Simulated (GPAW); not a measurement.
# SrCl2 (2H monolayer): G0W0 on several meshes in GPAW

Aim: the GW shift of SrCl2 (2H monolayer) against the k mesh.

Calculated with GPAW 26.7.0; LDA and many-body steps on it, plane waves.

**1. The structure**

The cell holds 3 atoms: 1 Sr and 2 Cl. Cell: a = 4.067 Å, b = 4.067 Å, c = 14.700 Å, α = 90.0°, β = 90.0°, γ = 120.0°. Vacuum lies along c.

Structure file:

```cif
data_structure
_symmetry_space_group_name_H-M 'P 1'
_symmetry_Int_Tables_number 1
_cell_length_a 4.0673
_cell_length_b 4.0673
_cell_length_c 14.7000
_cell_angle_alpha 90.000
_cell_angle_beta 90.000
_cell_angle_gamma 120.000
_cell_volume 210.61
loop_
_atom_site_label
_atom_site_type_symbol
_atom_site_fract_x
_atom_site_fract_y
_atom_site_fract_z
_atom_site_occupancy
Sr1 Sr 0.33333 0.66667 0.50000 1
Cl2 Cl 0.66667 0.33333 0.61103 1
Cl3 Cl 0.66667 0.33333 0.38897 1
```

The structure was relaxed with LDA. The runs that relaxed it are not among those shown.

**2. Empty states on the mesh, 6×6×1 mesh, 352 bands**

This step: GPAW 26.7.0; DFT, LDA, plane waves, PAW.

The sums over transitions need many empty states on a uniform mesh; this step solves for them.

Contents of run.py:

```python
import json
import numpy as np
from gpaw.mpi import world
from gpaw import GPAW

calc = GPAW('gs.gpw').fixed_density(kpts={'size': (6, 6, 1), 'gamma': True},
    parallel={'domain': 1, 'band': 1},
    txt='nscf.txt')
calc.diagonalize_full_hamiltonian(nbands=352)
calc.write('full.gpw', mode='all')
res = {}
kpts = calc.get_ibz_k_points()
res['kpts'] = kpts
res['eigenvalues'] = [calc.get_eigenvalues(kpt=k) for k in range(len(kpts))]
res['n_electrons'] = calc.get_number_of_electrons()

if world.rank == 0:
    with open('result.json', 'w') as f:
        json.dump(res, f, default=lambda x: x.tolist())
```

Launch:

```sh
$ mpirun -n 4 gpaw python run.py
```

Numbers of over 12 decimals in the logs are rounded to 6 here.

What it wrote:

```text
Diagonalizing LCAO Hamiltonian
Converting LCAO to pw mode
convergence criteria:
- Maximum integral of absolute [eigenst]ate change: 4e-08 eV^2 / valence electron
maximum number of iterations: 100

SCF iterations
|iter     |     time |      energy | eigst |  dens |
|iter:   1|  |             | +1.47 |       |
|iter:   2|  |             | +0.29 |       |
|iter:   3|  |             | -0.67 |       |
[...]
|iter:  15|  |             | -6.92 |       |
|iter:  16|  |             | -7.30 |       |
|iter:  17|  |             | -7.41c|       |
SCF steps: 17
  __  _  _
 | _ |_)|_||  |
 |__||  | ||/\| - 26.7.0

Input parameters:
  mode=PW(ecut=450.000000),
  convergence={'density': 1e-06, 'bands': -3},
  gpts=array([20, 20, 72]),
  kpts=MonkhorstPack(size=(6, 6, 1), gamma=True),
  maxiter=100,
  nbands=19,
  occupations=Occupations(name='fermi-dirac', width=0.001, fixmagmom=False),
  parallel={'domain': 1, 'band': 1},
  xc=XC(name='LDA')
Matrix size: 4521x4521
# Writing to full.gpw (mode='all')
  [... matrices ...]

timing:  # [seconds]
  Total: 155.754  # ━━━━━━━━━━━━━━━━━━━━━━━━━━━━━━━━━━━━━━━━━━━━━━━━━━━━━━━━━
```

Wall time 2.7 min (4 MPI ranks of Arm Neoverse V2, shared host); peak memory 6.5 GiB; 11 min of CPU time.

Numbers from this step:

| Item | Value |
| --- | --- |
| gap | 4.800 eV |
| k of the valence top | 0.3333, -0.1667, 0 |
| k of the conduction bottom | 0.5, 0.5, 0 |
| least direct gap | 4.844 eV |
| k points computed | 7 |
| lowest point of the top converged band, above the valence top | 81.4383 eV |

On this mesh the gap is 4.800 eV.

**3. 6×6×1**

G0W0 replaces the xc potential by the self-energy, built once from these orbitals. Only a window of levels is corrected, while the sums run over the empty bands that the input names.

This step: G0W0 on LDA, plane waves, PAW.

Contents of run.py:

```python
import json
import numpy as np
from gpaw.mpi import world
from gpaw.response.g0w0 import G0W0

gw = G0W0('full.gpw',
    filename='gw',
    kpts=[0, 2, 6],
    bands=(10, 14),
    ecut=24,
    nbands=56,
    truncation='2D',
    integrate_gamma='sphere',
    q0_correction=True,
    frequencies={'type': 'nonlinear', 'domega0': 0.15, 'omega2': 15.0},
    eta=0.1,
    nblocksmax=True)
gw.calculate()
res = {mode: {k: v for k, v in r.items() if k != 'sigma_eskwn'}
       for mode, r in gw.all_results.items()}

if world.rank == 0:
    with open('result.json', 'w') as f:
        json.dump(res, f, default=lambda x: x.tolist())
```

Launch:

```sh
$ mpirun -n 4 gpaw python run.py
```

What it wrote:

```text
Using integrator: PointIntegrator
NonLinearFrequencyDescriptor(from 0.000 to 56.379 eV, 148 points)
Nonperiodic BCs:  [False False  True]
Using integrator: PointIntegrator
NonLinearFrequencyDescriptor(from 0.000 to 56.379 eV, 148 points)
Nonperiodic BCs:  [False False  True]
Applying analytical 2D correction to W:
    Evaluating Gamma point contribution to W on a 23x23x1 grid
  ___  _ _ _
 |   || | | |
 | | || | | |
 |__ ||_____|
 |___|

BZ k-points: Symmetries present (total): 12

  [... matrices ...]
36 k-points: 6 x 6 x 1 Monkhorst-Pack grid + [1/12,1/12,0.000000]
7 k-points in the irreducible part of the Brillouin zone
       k-points in crystal coordinates                weights
   0:     0.00000000    0.00000000    0.00000000          1/36
   1:     0.16666667    0.00000000    0.00000000          6/36
   2:     0.33333333   -0.16666667    0.00000000          6/36
   3:     0.33333333    0.00000000    0.00000000          6/36
   4:     0.33333333    0.33333333    0.00000000          2/36
   5:     0.50000000    0.33333333    0.00000000         12/36
   6:     0.50000000    0.50000000    0.00000000          3/36

Distributing spins, k-points and bands (1 x 3 x 4) over 1 process
Number of blocks: 4

Quasi particle states:
k-points (IBZ indices): [0, 2, 6]
Band range: (10, 14)
  [... matrices ...]
Computational parameters:
Plane wave cut-off: 24 eV
Number of bands: 56
Coulomb cutoff: 2D
Broadening: 0.1 eV

fxc modes: GW
Kernel: RPA
Using full-frequency real axis integration
Summing all q:

Calculating screened Coulomb potential
2D Coulomb truncation
NonLinearFrequencyDescriptor(from 0.000 to 56.379 eV, 148 points)
Removing empty qpoint cache files...

Calculating chi0 body with:
    Ground state adapter containing:
    Number of spins: 1
    Number of kpoints: 36
    Number of irreducible kpoints: 7
    Number of completely occupied states: 12
    Number of partially occupied states: 12
    Occupied states memory: 5.2734375 M / cpu

    Linear response parametrization:
    q_c: [1.3877787807814457e-17, 1.3877787807814457e-17, 0.0]
    Number of frequency points: 148
    Planewave cutoff: 24.0
    Number of bands: 56
    Number of planewaves: 65
    Broadening (eta): 0.1
    comm.size: 4
    kncomm.size: 1
    blockcomm.size: 4

    Memory estimate of potentially large arrays:
        chi0_wGG: 2.385330 M / cpu
Integrating chi0 body.

Symmetries of q_c:
    Direct symmetries (Uq -> q): 12
    Indirect symmetries (TUq -> q): 12
In total 24 allowed symmetries.

  [... matrices ...]
7 groups of equivalent kpoints. 80.555556% reduction.

Integral kind: spectral function
Integrating chi0 head and wings.

Symmetries of q_c:
    Direct symmetries (Uq -> q): 12
    Indirect symmetries (TUq -> q): 12
In total 24 allowed symmetries.

  [... matrices ...]
7 groups of equivalent kpoints. 80.555556% reduction.

Integral kind: spectral function wings

Calculating chi0 body with:
    Ground state adapter containing:
    Number of spins: 1
    Number of kpoints: 36
    Number of irreducible kpoints: 7
    Number of completely occupied states: 12
    Number of partially occupied states: 12
[... the further q-points ...]

Results:
f:      Occupation numbers
eps:     KS-eigenvalues [eV]
vxc:     KS vxc [eV]
exx:     Exact exchange [eV]
sigma:   Self-energies [eV]
dsigma:  Self-energy derivatives
Z:       Renormalization factors
qp:      QP-energies [eV]

k-point 0 (0): (0.000, 0.000, 0.000)                GW
band       f     eps     vxc     exx   sigma  dsigma       Z      qp
                                                                   GW
  10   1.000  -5.032 -16.614 -20.732   2.407  -0.221   0.819  -6.435
  11   1.000  -4.599 -16.311 -20.512   2.381  -0.218   0.821  -6.093
  12   0.000   0.398  -9.159  -4.783  -2.312  -0.146   0.872   2.199
  13   0.000   1.896 -12.140  -6.574  -2.334  -0.174   0.852   4.647

k-point 1 (2): (0.333, -0.167, 0.000)                GW
band       f     eps     vxc     exx   sigma  dsigma       Z      qp
                                                                   GW
  10   1.000  -5.266 -16.371 -20.572   2.403  -0.220   0.819  -6.739
  11   1.000  -4.549 -16.672 -20.858   2.415  -0.213   0.825  -6.009
[...]
k-point 2 (6): (0.500, 0.500, 0.000)                GW
band       f     eps     vxc     exx   sigma  dsigma       Z      qp
                                                                   GW
[...]
11   1.000  -4.592 -16.623 -20.826   2.430  -0.220   0.820  -6.046
  12   0.000   0.252 -10.342  -5.414  -2.297  -0.157   0.865   2.526
  13   0.000   2.762 -11.250  -5.971  -2.243  -0.160   0.862   5.378
```

Wall time 20 s (4 MPI ranks); peak memory 1.6 GiB.

Numbers from this step:

```yaml
g0w0_gap_on_the_points_computed: 8.208 eV
least_direct_g0w0_gap_on_the_computed_points: 8.292 eV
z_at_the_valence_top: 0.8247
z_at_the_conduction_bottom: 0.8724
starting_gap_on_the_mesh: 4.800 eV
k_of_the_valence_top: 0.3333, -0.1667, 0
k_of_the_conduction_bottom: 0, 0, 0
```

The gap on the mesh goes from 4.80 eV to 8.21 eV, a correction of +3.41 eV.

**4. Empty states on the mesh, 9×9×1 mesh, 66 bands**

This step: DFT, LDA, plane waves, PAW.

Contents of run.py:

```python
import json
import numpy as np
from gpaw.mpi import world
from gpaw import GPAW

calc = GPAW('gs.gpw').fixed_density(kpts={'size': (9, 9, 1), 'gamma': True},
    nbands=77,
    convergence={'bands': 66},
    txt='nscf.txt')
calc.write('full.gpw', mode='all')
res = {}
kpts = calc.get_ibz_k_points()
res['kpts'] = kpts
res['eigenvalues'] = [calc.get_eigenvalues(kpt=k) for k in range(len(kpts))]
res['n_electrons'] = calc.get_number_of_electrons()

if world.rank == 0:
    with open('result.json', 'w') as f:
        json.dump(res, f, default=lambda x: x.tolist())
```

Launch:

```sh
$ mpirun -n 4 gpaw python run.py
```

What it wrote:

```text
Diagonalizing LCAO Hamiltonian
Converting LCAO to pw mode
convergence criteria:
- Maximum integral of absolute [eigenst]ate change: 4e-08 eV^2 / valence electron
maximum number of iterations: 100

SCF iterations
|iter     |     time |      energy | eigst |  dens |
|iter:   1|  |             | +3.76 |       |
|iter:   2|  |             | +2.40 |       |
|iter:   3|  |             | +1.32 |       |
[...]
|iter:  14|  |             | -6.99 |       |
|iter:  15|  |             | -7.35 |       |
|iter:  16|  |             | -7.76c|       |
SCF steps: 16
  __  _  _
 | _ |_)|_||  |
 |__||  | ||/\| - 26.7.0

Input parameters:
  mode=PW(ecut=450.000000),
  convergence={'bands': 66},
  gpts=array([20, 20, 72]),
  kpts=MonkhorstPack(size=(9, 9, 1), gamma=True),
  maxiter=100,
  nbands=77,
  occupations=Occupations(name='fermi-dirac', width=0.001, fixmagmom=False),
  parallel={},
  xc=XC(name='LDA')
# Writing to full.gpw (mode='all')
  [... matrices ...]

timing:  # [seconds]
  Total: 0.045  # ━━━━━━━━━━━━━━━━━━━━━━━━━━━━━━━━━━━━━━━━━━━━━━━━━━━━━━━━━━━
```

It took 22 s on 4 MPI ranks; peak memory 0.89 GiB.

This step gave:

```
gap                                                           : 4.805 eV
k of the valence top                                          : 0.2222, -0.1111, 0
k of the conduction bottom                                    : 0.4444, 0, 0
least direct gap                                              : 4.848 eV
k points computed                                             : 12
lowest point of the top converged band, above the valence top : 24.94 eV
```

On this mesh the gap is 4.805 eV.

**5. 9×9×1**

This step: G0W0 on LDA, plane waves, PAW.

Contents of run.py:

```python
import json
import numpy as np
from gpaw.mpi import world
from gpaw.response.g0w0 import G0W0

gw = G0W0('full.gpw',
    filename='gw',
    kpts=[0, 2, 9],
    bands=(10, 14),
    ecut=24,
    nbands=56,
    truncation='2D',
    integrate_gamma='sphere',
    q0_correction=True,
    frequencies={'type': 'nonlinear', 'domega0': 0.15, 'omega2': 15.0},
    eta=0.1,
    nblocksmax=True)
gw.calculate()
res = {mode: {k: v for k, v in r.items() if k != 'sigma_eskwn'}
       for mode, r in gw.all_results.items()}

if world.rank == 0:
    with open('result.json', 'w') as f:
        json.dump(res, f, default=lambda x: x.tolist())
```

Launch:

```sh
$ mpirun -n 4 gpaw python run.py
```

What it wrote:

```text
Using integrator: PointIntegrator
NonLinearFrequencyDescriptor(from 0.000 to 56.379 eV, 148 points)
Nonperiodic BCs:  [False False  True]
Using integrator: PointIntegrator
NonLinearFrequencyDescriptor(from 0.000 to 56.379 eV, 148 points)
Nonperiodic BCs:  [False False  True]
Applying analytical 2D correction to W:
    Evaluating Gamma point contribution to W on a 15x15x1 grid
  ___  _ _ _
 |   || | | |
 | | || | | |
 |__ ||_____|
 |___|

BZ k-points: Symmetries present (total): 12

  [... matrices ...]
81 k-points: 9 x 9 x 1 Monkhorst-Pack grid
12 k-points in the irreducible part of the Brillouin zone
       k-points in crystal coordinates                weights
   0:     0.00000000    0.00000000    0.00000000          1/81
   1:     0.11111111    0.00000000    0.00000000          6/81
   2:     0.22222222   -0.11111111    0.00000000          6/81
[...]
9:     0.44444444    0.00000000    0.00000000          6/81
          ...
  11:     0.44444444    0.44444444    0.00000000          6/81

Distributing spins, k-points and bands (1 x 3 x 4) over 1 process
Number of blocks: 4

Quasi particle states:
k-points (IBZ indices): [0, 2, 9]
Band range: (10, 14)
  [... matrices ...]
Computational parameters:
Plane wave cut-off: 24 eV
Number of bands: 56
Coulomb cutoff: 2D
Broadening: 0.1 eV

fxc modes: GW
Kernel: RPA
Using full-frequency real axis integration
Summing all q:

Calculating screened Coulomb potential
2D Coulomb truncation
NonLinearFrequencyDescriptor(from 0.000 to 56.379 eV, 148 points)
Removing empty qpoint cache files...

Calculating chi0 body with:
    Ground state adapter containing:
    Number of spins: 1
    Number of kpoints: 81
    Number of irreducible kpoints: 12
    Number of completely occupied states: 12
[...]
Memory estimate of potentially large arrays:
        chi0_wGG: 2.385330 M / cpu
Integrating chi0 body.

Symmetries of q_c:
    Direct symmetries (Uq -> q): 12
    Indirect symmetries (TUq -> q): 12
In total 24 allowed symmetries.

  [... matrices ...]
12 groups of equivalent kpoints. 85.185185% reduction.

Integral kind: spectral function
Integrating chi0 head and wings.

Symmetries of q_c:
    Direct symmetries (Uq -> q): 12
    Indirect symmetries (TUq -> q): 12
In total 24 allowed symmetries.

  [... matrices ...]
12 groups of equivalent kpoints. 85.185185% reduction.

Integral kind: spectral function wings

Calculating chi0 body with:
    Ground state adapter containing:
    Number of spins: 1
    Number of kpoints: 81
    Number of irreducible kpoints: 12
    Number of completely occupied states: 12
    Number of partially occupied states: 12
    Occupied states memory: 5.2734375 M / cpu

[... the further q-points ...]

Results:
f:      Occupation numbers
eps:     KS-eigenvalues [eV]
vxc:     KS vxc [eV]
exx:     Exact exchange [eV]
sigma:   Self-energies [eV]
dsigma:  Self-energy derivatives
Z:       Renormalization factors
qp:      QP-energies [eV]

k-point 0 (0): (0.000, 0.000, 0.000)                GW
band       f     eps     vxc     exx   sigma  dsigma       Z      qp
                                                                   GW
  10   1.000  -5.032 -16.614 -20.732   2.402  -0.219   0.821  -6.441
  11   1.000  -4.599 -16.311 -20.512   2.378  -0.220   0.820  -6.093
  12   0.000   0.398  -9.159  -4.784  -2.312  -0.141   0.877   2.207
[...]
k-point 1 (2): (0.222, -0.111, 0.000)                GW
band       f     eps     vxc     exx   sigma  dsigma       Z      qp
                                                                   GW
[...]
k-point 2 (9): (0.444, 0.000, 0.000)                GW
band       f     eps     vxc     exx   sigma  dsigma       Z      qp
                                                                   GW
[...]
12   0.000   0.259 -10.351  -5.414  -2.303  -0.155   0.866   2.539
  13   0.000   2.734 -11.233  -5.967  -2.237  -0.157   0.864   5.352
```

Run time: 53 s. Hardware: 4 MPI ranks; peak memory 1.9 GiB.

Numbers from this step:

```
G0W0 gap on the points computed              : 8.223 eV
least direct G0W0 gap on the computed points : 8.300 eV
Z at the valence top                         : 0.8230
Z at the conduction bottom                   : 0.8768
starting gap on the mesh                     : 4.805 eV
k of the valence top                         : 0.2222, -0.1111, 0
k of the conduction bottom                   : 0, 0, 0
```

Against G0W0 in GPAW (6×6×1 mesh, 56 bands, screening to 24 eV, full frequency, Hilbert transform), the gap moves by +0.014 eV.

**6. The runs together**

Times are wall times on 4 MPI ranks of Arm Neoverse V2, shared host, good to a factor of about two.

| run | mesh | bands | screening cutoff (eV) | DFT gap (eV) | gap on the mesh (eV) | direct (eV) | time |
| --- | --- | --- | --- | --- | --- | --- | --- |
| 6×6×1 | 6×6×1 | 56 | 24 | 4.800 | 8.208 | 8.292 | 20 s |
| 9×9×1 | 9×9×1 | 56 | 24 | 4.805 | 8.223 | 8.300 | 53 s |

**7. Outcome**

| Item | Value |
| --- | --- |
| 6×6×1 | 8.208 eV |
| 9×9×1 | 8.223 eV |
| known limits | not at the basis limit; no spin-orbit coupling |

**Reading.** 9×9×1: +0.014 eV against 6×6×1. Bands and cutoff are finite, so the gap is not at the basis limit. The miss can reach some tenths of an eV and take either sign; the mesh is an error of its own. These stock PAW sets were not made for GW. In the G0W0 runs levels were corrected at 3 k points alone, so a gap called «on the mesh» is the least over those, and an edge elsewhere would be missed. Mesh or cutoff lie under what a gap needs, so these runs test behaviour and cost; their gaps are not to be quoted. The many-body steps are scalar-relativistic: spin-orbit coupling is not in them.

[Paths, hosts, dates, memory and timing lines, banners, echoed tables and standing remarks are left out of the program output.]

[Logs are printed without paths, hosts, clocks, repeated set-up lines and the standing remarks that a program may print on its own settings, such as how far it seeks lower states.]

[Runs of the session that timed out or met a known fault of the program may be left out.]

[Hosts, paths, dates, database ids (printed as entryN), source tags and the programs' standing remarks are cut or masked in the printed files.]
